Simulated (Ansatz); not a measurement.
# Tunnelling across a broken Ni chain: predicting one gap

**Method.** Ansatz 0.2.0, plane waves with PAW datasets at the program's default cutoffs, Fermi-Dirac smearing of 0.05 eV, chains in boxes 7.5 Å wide or more, moments seeded when the perfect chain is relaxed. PBE, no spin-orbit coupling; one bond is opened by s Å beyond its relaxed length, the other atoms of a straight cell of 13 kept, with parallel moments across the gap, and the conductance taken at 300 K.

| run | G (G₀) | largest error term (%) | s | ln G |
| --- | --- | --- | --- | --- |
| +1.2 Å | 0.8734 | 1 | 1.2 | −0.1353 |
| +1.8 Å | 0.3853 | 1 | 1.8 | −0.9538 |
| +2.5 Å | 0.1135 | 1 | 2.5 | −2.176 |
| +4.2 Å | 0.003732 | 4 | 4.2 | −5.591 |

One run is withheld: run = +3.3 Å, with s = 3.3. Fit a straight line ln G = a + b × s to the 4 rows shown and predict it.

**Fit.** The means are 2.425 for s and −2.214 for ln G. The sum of products of deviations is −9.325 and the sum of squares in s is 5.048, so b = −9.325 / 5.048 = −1.847 and a = −2.214 − (−1.847) × 2.425 = 2.266. The residuals' standard deviation, with 2 degrees of freedom, is σ = 0.21.

**Prediction.** ln G = 2.266 + (−1.847) × 3.3 = −3.831, that is 0.0217 G₀. The run gave 0.0234 G₀ (ln G = −3.753), so the prediction less the run is −0.077. The standard error of a prediction there, σ√(1 + 1/4 + (3.3 − 2.425)²/5.048), is 0.25, and the miss is 0.32 times that, for a point between the fitted rows. With so few rows σ is itself uncertain.

Caveats: Between neighbouring runs the slope of ln G lies between −2.04 and −1.36 per Å, so one exponential is an approximation; it is flattest at the narrowest gap, nearest to contact. Error terms (up to 4 %, withheld run included) bound how much a small miss can mean. No image potential, spin-orbit coupling or relaxation; a bent or dimerised chain may be lower in energy. Series of this kind are told only where this holds: one magnetic state in all runs, error terms under 60 %, and the runs' own leads conduct as the perfect chain does. 36 of 42 did.
